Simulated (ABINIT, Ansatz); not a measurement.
## CaZnC2O6 (R-3): G0W0 with ABINIT, start to end

Wanted: ground state, empty states, screening and self-energy for CaZnC2O6 (R-3).

Program: ABINIT 10.8.3. Level of theory: LDA and many-body steps on it, plane waves. Results are calculated unless marked as measured.

## 1. The structure

Symmetry: R-3, No. 148, trigonal system. The conventional cell has a = 4.866 Å, b = 4.866 Å, c = 16.332 Å, α = 90.00°, β = 90.00°, γ = 120.00°. Ca has 6 O at 2.40 Å nearest. Zn has 6 O at 2.13 Å nearest. C has 3 O at 1.30 Å nearest. Nearest to O lie 1 C at 1.30 Å and 1 Zn at 2.13 Å and 1 Ca at 2.40 Å. Farther neighbours and most contacts between anions are not listed.

The cell and positions are those that the Materials Project relaxed with its own functionals (PBE, PBE+U or r2SCAN), kept fixed.

## 2. Ground state

This step: ABINIT 10.8.3; DFT, LDA, plane waves, norm-conserving pseudopotentials.

The ground-state density comes first.

Contents of run.abi:

```
acell 3*1.0 Angstrom
rprim 
  2.433014964130 1.404701844483 5.444039263300
  -2.433014964130 1.404701844483 5.444039263300
  0.000000000000 -2.809403688966 5.444039263300
ntypat 4
znucl 20 30 6 8
natom 10
typat 1 2 3 3 4 4 4 4 4 4
xred 
  0.000000000000 0.000000000000 0.000000000000
  0.500000000000 0.500000000000 0.500000000000
  0.242541000000 0.242541000000 0.242541000000
  0.757459000000 0.757459000000 0.757459000000
  0.494747000000 0.964090000000 0.273567000000
  0.964090000000 0.273567000000 0.494747000000
  0.273567000000 0.494747000000 0.964090000000
  0.505253000000 0.035910000000 0.726433000000
  0.035910000000 0.726433000000 0.505253000000
  0.726433000000 0.505253000000 0.035910000000
pp_dirpath "pseudos"
pseudos "Ca.upf, Zn.upf, C.upf, O.upf"
ecut 37
ngkpt 4 4 4
nshiftk 1
shiftk 0 0 0
kptopt 1
chksymbreak 0
nband 46
occopt 1
tolvrs 1e-08
nstep 60
prtwf 0
optforces 0
optstress 0
indata_prefix "in"
outdata_prefix "out"
tmpdata_prefix "tmp"
```

Started as:

```
OMP_NUM_THREADS=1 mpirun -n 4 abinit run.abi > log
```

Numbers of over 12 decimals in the logs are rounded to 6 here.

The program printed:

```text
.Version 10.8.3 of ABINIT. v10.8.2 released Aug 2026.

 Symmetries : space group R-3 (#148); Bravais hR (rhombohedral)
================================================================================
 Values of the parameters that define the memory need of the present run
     intxc =       0    ionmov =       0      iscf =       7    lmnmax =       6
     lnmax =       6     mgfft =      64  mpssoang =       3    mqgrid =    3001
     natom =      10  nloc_mem =       1    nspden =       1   nspinor =       1
    nsppol =       1      nsym =       6    n1xccc =    2501    ntypat =       4
    occopt =       1   xclevel =       1
-    mband =          46        mffmem =           1         mkmem =           4
       mpw =        8122          nfft =      262144          nkpt =          14
================================================================================
  Rough estimation (10% accuracy) of disk space for files :
================================================================================

--------------------------------------------------------------------------------
------------- Echo of variables that govern the present computation ------------
--------------------------------------------------------------------------------
 -outvars: echo values of preprocessed input variables --------
            acell      1.8897261259E+00  1.8897261259E+00  1.8897261259E+00 Bohr

      chksymbreak           0
             ecut      3.70000000E+01 Hartree
-          fftalg         312

              ixc       -1012
              kpt      0.00000000E+00  0.00000000E+00  0.00000000E+00
                       2.50000000E-01  0.00000000E+00  0.00000000E+00
                       5.00000000E-01  0.00000000E+00  0.00000000E+00
                       2.50000000E-01  2.50000000E-01  0.00000000E+00
                       5.00000000E-01  2.50000000E-01  0.00000000E+00
                      -2.50000000E-01  2.50000000E-01  0.00000000E+00
                       2.50000000E-01  5.00000000E-01  0.00000000E+00
                       5.00000000E-01  5.00000000E-01  0.00000000E+00
                       2.50000000E-01  2.50000000E-01  2.50000000E-01
                       5.00000000E-01  2.50000000E-01  2.50000000E-01
                      -2.50000000E-01  2.50000000E-01  2.50000000E-01
[...]
kptrlatt        4    0    0      0    4    0      0    0    4
          kptrlen      3.67818555E+01
P           mkmem           4
            natom          10
            nband          46
            ngfft          64      64      64
             nkpt          14
            nstep          60
             nsym           6
           ntypat           4
              occ      2.000000  2.000000  2.000000  2.000000  2.000000  2.000000
                       2.000000  2.000000  2.000000  2.000000  2.000000  2.000000
                       2.000000  2.000000  2.000000  2.000000  2.000000  2.000000
                       2.000000  2.000000  2.000000  2.000000  2.000000  2.000000
                       2.000000  2.000000  2.000000  2.000000  2.000000  2.000000
                       2.000000  2.000000  2.000000  2.000000  2.000000  2.000000
                       2.000000  0.000000  0.000000  0.000000  0.000000  0.000000
                       0.000000  0.000000  0.000000  0.000000
        optforces           0
        optstress           0
            prtwf           0
            rprim      2.4330149641E+00  1.4047018445E+00  5.4440392633E+00
[...]
spgroup         148

           tolvrs      1.00000000E-08

             xred      0.0000000000E+00  0.0000000000E+00  0.0000000000E+00
[...]
znucl       20.00000   30.00000    6.00000    8.00000

================================================================================

 chkinp: Checking input parameters for consistency.

================================================================================
== DATASET  1 ==================================================================
-   mpi_nproc: 4, omp_nthreads: 1 (-1 if OMP is not activated)

--- !DatasetInfo
iteration_state: {dtset: 1, }
dimensions: {natom: 10, nkpt: 14, mband: 46, nsppol: 1, nspinor: 1, nspden: 1, mpw: 8122, }
cutoff_energies: {ecut:  37.0, pawecutdg:  -1.0, }
electrons: {nelect:   7.40000000E+01, charge:   0.00000000E+00, occopt:   1.00000000E+00, tsmear:   1.00000000E-02, }

 Real(R)+Recip(G) space primitive vectors, cartesian coordinates (Bohr,Bohr^-1):
 R(1)=  4.5977319  2.6545018 10.2877432  G(1)=  0.1087493  0.0627864  0.0324010
 R(2)= -4.5977319  2.6545018 10.2877432  G(2)= -0.1087493  0.0627864  0.0324010
 R(3)=  0.0000000 -5.3090035 10.2877432  G(3)=  0.0000000 -0.1255728  0.0324010
 Unit cell volume ucvol=  7.5335215E+02 bohr^3
 Angles (23,13,12)=  4.68001632E+01  4.68001632E+01  4.68001632E+01 degrees

 getcut: wavevector=  0.0000  0.0000  0.0000  ngfft=  64  64  64
         ecut(hartree)=     37.000   => boxcut(ratio)=   2.01897

--- Pseudopotential description ------------------------------------------------
- Ca Generated using ONCVPSP code by D. R. Hamann
- 20.00000  10.00000  180309                  znucl, zion, pspdat
12 -1012 2 -1 1724                            pspcod,pspxc,lmax,lloc,mmax
     nproj     2     2     2
  pspatm : epsatm=   12.51424511
         --- l  ekb(1:nproj) -->
[...]
pspatm : epsatm=    6.27558587
         --- l  ekb(1:nproj) -->
[...]
2   -1.033686
 pspatm: atomic psp has been read  and splines computed

   6.33441022E+03                                ecore*ucvol(ha*bohr**3)
--------------------------------------------------------------------------------

_setup2: Arith. and geom. avg. npw (full set) are    8100.078    8100.063

================================================================================

--- !BeginCycle
iteration_state: {dtset: 1, }
solver: {iscf: 7, nstep: 60, nline: 4, wfoptalg: 0, }
tolerances: {tolvrs: 1.00E-08, }

     iter   Etot(hartree)      deltaE(h)  residm     vres2
 ETOT  1  -351.76686461622    -3.518E+02 2.367E-01 5.242E+04
 ETOT  2  -352.23444084150    -4.676E-01 1.836E-01 7.619E+04
 ETOT  3  -358.29015872761    -6.056E+00 8.615E-02 8.266E+03
 ETOT  4  -358.58413156738    -2.940E-01 4.717E-02 5.241E+03
 ETOT  5  -358.78115909786    -1.970E-01 1.853E-02 2.096E+03
 ETOT  6  -358.86176228849    -8.060E-02 3.058E-02 8.262E+02
 ETOT  7  -358.90518735312    -4.343E-02 2.203E-02 1.113E+02
 ETOT  8  -358.91148027413    -6.293E-03 1.272E-02 9.640E+00
 ETOT  9  -358.91208334998    -6.031E-04 1.092E-02 3.257E-02
 ETOT 10  -358.91208745563    -4.106E-06 2.676E-03 3.200E-03
 ETOT 11  -358.91208824992    -7.943E-07 2.075E-03 1.383E-04
 ETOT 12  -358.91208827703    -2.711E-08 1.797E-03 2.321E-06
 ETOT 13  -358.91208827723    -2.019E-10 1.913E-03 2.142E-07
 ETOT 14  -358.91208827726    -2.734E-11 4.063E-03 6.221E-08
 ETOT 15  -358.91208827724     1.734E-11 2.549E-03 9.117E-10

 At SCF step   15       vres2   =  9.12E-10 < tolvrs=  1.00E-08 =>converged.

--- !ResultsGS
iteration_state: {dtset: 1, }
comment   : Summary of ground state results
lattice_vectors:
- [  4.5977319,   2.6545018,  10.2877432, ]
- [ -4.5977319,   2.6545018,  10.2877432, ]
- [  0.0000000,  -5.3090035,  10.2877432, ]
lattice_lengths: [  11.57684,   11.57684,   11.57684, ]
lattice_angles: [ 46.800,  46.800,  46.800, ] # degrees, (23, 13, 12)
lattice_volume:   7.5335215E+02
convergence: {deltae:  1.734E-11, res2:  9.117E-10, residm:  2.549E-03, diffor:  0.000E+00, }
etotal    :  -3.58912088E+02
entropy   :   0.00000000E+00
fermie    :   8.21541818E-02
cartesian_stress_tensor: null
pressure_GPa: null
xred      :
- [  0.0000E+00,   0.0000E+00,   0.0000E+00, Ca]
- [  5.0000E-01,   5.0000E-01,   5.0000E-01, Zn]
- [  2.4254E-01,   2.4254E-01,   2.4254E-01,  C]
- [  7.5746E-01,   7.5746E-01,   7.5746E-01,  C]
- [  4.9475E-01,   9.6409E-01,   2.7357E-01,  O]
- [  9.6409E-01,   2.7357E-01,   4.9475E-01,  O]
- [  2.7357E-01,   4.9475E-01,   9.6409E-01,  O]
- [  5.0525E-01,   3.5910E-02,   7.2643E-01,  O]
- [  3.5910E-02,   7.2643E-01,   5.0525E-01,  O]
- [  7.2643E-01,   5.0525E-01,   3.5910E-02,  O]
cartesian_forces: null
force_length_stats: {min: null, max: null, mean: null, }

 Integrated electronic density in atomic spheres:
 ------------------------------------------------
 Atom  Sphere_radius  Integrated_density
[...]
================================================================================

 ----iterations are completed or convergence reached----

 Mean square residual over all n,k,spin=   12.560E-06; max=  25.491E-04
 reduced coordinates (array xred) for   10 atoms
[...]
0.964090000000      0.273567000000      0.494747000000
       0.273567000000      0.494747000000      0.964090000000
       0.505253000000      0.035910000000      0.726433000000
       0.035910000000      0.726433000000      0.505253000000
       0.726433000000      0.505253000000      0.035910000000
 rms dE/dt=  0.0000E+00; max dE/dt=  0.0000E+00; dE/dt below (all hartree)
    1       0.000000000000      0.000000000000      0.000000000000
    2       0.000000000000      0.000000000000      0.000000000000
    3       0.000000000000      0.000000000000      0.000000000000
    4       0.000000000000      0.000000000000      0.000000000000
    5       0.000000000000      0.000000000000      0.000000000000
    6       0.000000000000      0.000000000000      0.000000000000
    7       0.000000000000      0.000000000000      0.000000000000
    8       0.000000000000      0.000000000000      0.000000000000
    9       0.000000000000      0.000000000000      0.000000000000
[...]
cartesian coordinates (angstrom) at end:
[...]
6      1.680053     0.348595     9.431275
    7     -0.538134    -1.629266     9.431275
    8      1.141919    -1.280671     6.900842
    9     -1.680053    -0.348595     6.900842
   10      0.538134     1.629266     6.900842
 length scales=  1.889726125908  1.889726125908  1.889726125908 bohr
              =  1.000000000000  1.000000000000  1.000000000000 angstroms
 prteigrs : about to open file out_EIG
 Fermi (or HOMO) energy (hartree) =   0.08215   Average Vxc (hartree)=  -0.40012
 Eigenvalues (hartree) for nkpt=  14  k points:
 kpt#   1, nband= 46, wtk=  0.01563, kpt=  0.0000  0.0000  0.0000 (reduced coord)
  -4.42012   -2.75265   -2.75265   -2.75184   -1.30844   -0.71452   -0.70651   -0.62912
  -0.62912   -0.61529   -0.59287   -0.59287   -0.58060   -0.58060   -0.23582   -0.21422
  -0.16873   -0.16254   -0.16254   -0.15036   -0.15036   -0.10026   -0.09240   -0.09240
  -0.07453   -0.06365   -0.06365    0.00862    0.00862    0.01299    0.01299    0.02913
   0.03853    0.03853    0.04536    0.04536    0.05354    0.23332    0.26790    0.26996
   0.32930    0.32930    0.34267    0.39625    0.40656    0.42614
 prteigrs : prtvol=0 or 1, do not print more k-points.

--- !EnergyTerms
iteration_state     : {dtset: 1, }
comment             : Components of total free energy in Hartree
kinetic             :  1.80667443716079E+02
hartree             :  1.34112585416440E+02
xc                  : -5.84189762355316E+01
Ewald energy        : -1.97261717247922E+02
psp_core            :  8.40829908015972E+00
local_psp           : -3.64418830684313E+02
non_local_psp       : -6.20008923221520E+01
total_energy        : -3.58912088277240E+02
total_energy_eV     : -9.76649546246362E+03
band_energy         : -4.21876387387438E+01

== END DATASET(S) ==============================================================
================================================================================

 -outvars: echo values of variables after computation  --------
           etotal     -3.5891208828E+02
            nband          46
             nkpt          14
          spgroup         148
 [... the other variables as echoed above ...]

 Calculation completed.
```

Elapsed: 4 min, on 4 MPI ranks of Arm Neoverse N1, shared host; peak memory 0.56 GiB; 16 min of CPU time.

This step gave:

| Item | Value |
| --- | --- |
| total energy | -9766.4955 eV |
| gap | 3.804 eV |
| k of the valence top | 0.5, 0, 0 |
| k of the conduction bottom | 0.5, 0.5, 0.5 |
| least direct gap | 4.816 eV |

The gap is indirect, with the least direct gap 1.01 eV higher.

(Part 1 of 3 ends here.)

[Paths, hosts, dates, memory and timing lines, banners, echoed tables and standing remarks are left out of the program output.]

[Logs are printed without paths, hosts, clocks, repeated set-up lines and the standing remarks that a program may print on its own settings, such as how far it seeks lower states.]

[Runs of the session that timed out or met a known fault of the program may be left out.]

[Hosts, paths, dates, database ids (printed as entryN), source tags and the programs' standing remarks are cut or masked in the printed files.]

[G0W0 gaps are taken among the corrected bands and points alone; a level outside them can change the order at an edge.]

[Where Ansatz stands beside ABINIT at settings called matched, ABINIT's density can come from a denser mesh and the files from another edition; pairs whose starting gaps differed by over 0.03 eV were left out, so agreement reads better than it is.]
